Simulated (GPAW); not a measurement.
Consider Nb on a Mo site in Si2Mo.

```xyz
15
Lattice="1.6000 4.8000 -3.9305 4.8000 -1.6000 -3.9305 -1.6000 -4.8000 -3.9305" Properties=species:S:1:pos:R:3 pbc="T T T"
Nb    0.0007    0.0013   -7.8514
Mo    1.5990   -1.5994   -3.9209
Mo    1.6039    1.6014   -3.9204
Mo    3.1995   -3.1996   -7.8513
Mo    3.2012    0.0021   -7.8515
Si    0.0046    0.0012   -2.6301
Si    1.6063   -1.6123   -6.5446
Si    1.6148    1.6083   -6.5488
Si    4.7856    1.5951   -6.5479
Si    1.5933   -4.7877   -6.5462
Si    4.8002   -1.5972   -9.1445
Si    3.2106    3.1874   -5.2243
Si    0.0063   -3.1897   -5.2270
Si    3.1957   -3.2077   -5.2290
Si    3.1934    0.0099   -5.2270
```

Absorber: atom 1, with 8 Si at 2.62 Å, 2 Si at 2.64 Å and 4 Mo at 3.20 Å (14-fold; the defect atom itself). Method: GPAW, PBE, excited-electron core hole (neutral cell), 15-atom cell with 6.4 Å between holes, 4×4×4 k points, dipole transitions, Gaussian full width 1.66 eV up to 4 eV, rising linearly to 3.5 eV at 25 eV.

The database entry behind the starting cell is an old determination (1927), so it need not match the best structure at ambient conditions.

What does the Nb L₃ edge look like?

Main maxima up to 26 eV above the zero (height): 2.2 eV (2.72) and 19.6 eV (0.53). At an L edge the dipole rule selects empty d (and weakly s) states on the absorber, and the strong line at the onset measures the empty part of its d band. 

The Nb L₃ spectrum (energy from the lowest empty level; intensity scaled to a mean of 1 over the first 20 eV):

| E (eV) | isotropic | ε ∥ x | ε ∥ z |
| --- | --- | --- | --- |
| -2.0 | 0.00 | 0.00 | 0.00 |
| -1.5 | 0.01 | 0.01 | 0.01 |
| -1.0 | 0.04 | 0.04 | 0.03 |
| -0.5 | 0.15 | 0.16 | 0.13 |
| 0.0 | 0.41 | 0.44 | 0.36 |
| 0.5 | 0.87 | 0.93 | 0.76 |
| 1.0 | 1.52 | 1.61 | 1.33 |
| 1.5 | 2.21 | 2.33 | 1.99 |
| 2.0 | 2.67 | 2.76 | 2.50 |
| 2.5 | 2.65 | 2.69 | 2.58 |
| 3.0 | 2.39 | 2.37 | 2.41 |
| 3.5 | 2.19 | 2.13 | 2.30 |
| 4.0 | 2.05 | 1.94 | 2.25 |
| 4.5 | 1.82 | 1.71 | 2.05 |
| 5.0 | 1.56 | 1.49 | 1.71 |
| 5.5 | 1.37 | 1.37 | 1.39 |
| 6.0 | 1.25 | 1.28 | 1.18 |
| 6.5 | 1.13 | 1.17 | 1.06 |
| 7.0 | 1.01 | 1.02 | 1.00 |
| 7.5 | 0.91 | 0.89 | 0.95 |
| 8.0 | 0.83 | 0.79 | 0.91 |
| 8.5 | 0.78 | 0.73 | 0.88 |
| 9.0 | 0.75 | 0.70 | 0.84 |
| 9.5 | 0.72 | 0.68 | 0.79 |
| 10.0 | 0.69 | 0.66 | 0.73 |
| 10.5 | 0.65 | 0.64 | 0.67 |
| 11.0 | 0.61 | 0.62 | 0.61 |
| 11.5 | 0.59 | 0.61 | 0.56 |
| 12.0 | 0.59 | 0.61 | 0.53 |
| 12.5 | 0.60 | 0.63 | 0.52 |
| 13.0 | 0.61 | 0.65 | 0.53 |
| 13.5 | 0.60 | 0.63 | 0.53 |
| 14.0 | 0.57 | 0.59 | 0.52 |
| 14.5 | 0.51 | 0.52 | 0.50 |
| 15.0 | 0.46 | 0.45 | 0.47 |
| 15.5 | 0.42 | 0.40 | 0.45 |
| 16.0 | 0.40 | 0.38 | 0.46 |
| 16.5 | 0.41 | 0.38 | 0.47 |
| 17.0 | 0.43 | 0.39 | 0.49 |
| 17.5 | 0.45 | 0.42 | 0.51 |
| 18.0 | 0.47 | 0.46 | 0.51 |
| 18.5 | 0.50 | 0.50 | 0.50 |
| 19.0 | 0.52 | 0.53 | 0.49 |
| 19.5 | 0.53 | 0.56 | 0.47 |
| 20.0 | 0.53 | 0.56 | 0.46 |
| 20.5 | 0.51 | 0.55 | 0.44 |
| 21.0 | 0.49 | 0.52 | 0.42 |
| 21.5 | 0.46 | 0.48 | 0.41 |
| 22.0 | 0.43 | 0.44 | 0.39 |
| 22.5 | 0.40 | 0.42 | 0.37 |
| 23.0 | 0.38 | 0.40 | 0.35 |
| 23.5 | 0.37 | 0.38 | 0.34 |
| 24.0 | 0.36 | 0.37 | 0.32 |
| 24.5 | 0.35 | 0.36 | 0.31 |
| 25.0 | 0.34 | 0.36 | 0.31 |
| 25.5 | 0.33 | 0.35 | 0.31 |
| 26.0 | 0.33 | 0.34 | 0.31 |
| 26.5 | 0.33 | 0.34 | 0.32 |
| 27.0 | 0.34 | 0.34 | 0.33 |

The hole lies in one spin channel, while the script sums the empty states of both and takes the lower zero; where the two channels are split, this blurs and shifts the curve. Only the L₃ part is meant: spin–orbit coupling of the core level isn't computed and the L₂ copy isn't added. The script folds with a Gaussian, whereas the core hole's own line is a Lorentzian, so the onset is too steep and the first peak too high. The starting moments shrank to 0.00 μB or less, so this is hardly a magnetic state. In so small a cell the defects form an ordered array, and no site is far from one. The holes are only 6.4 Å apart, so the shape is probably not converged with cell size; no larger cell was run here. The mesh is coarse (0.31 Å⁻¹ between points), so small maxima may be mesh ripples. Lifetime broadening is put in by hand, and intensities beyond about 20 eV depend on it and on the partial waves; weight that the partial waves miss at high energy is lost.

[Banner, clock and machine lines of the logs are left out without a mark of their own.]

[Logs are printed without paths, hosts, clocks, repeated set-up lines and the standing remarks that a program may print on its own settings, such as how far it seeks lower states.]

[Hosts, paths, dates, database ids (printed as entryN), source tags and the programs' standing remarks are cut or masked in the printed files.]

[Lists of maxima count a maximum above −3 eV only where it reaches 4 % of the highest in the window and stands out from its surroundings by 2 % of it (1.5 % where it reaches 55 %); shoulders and weaker maxima are passed over, and of the rest the first, up to two pre-edge ones and the few strongest are named.]
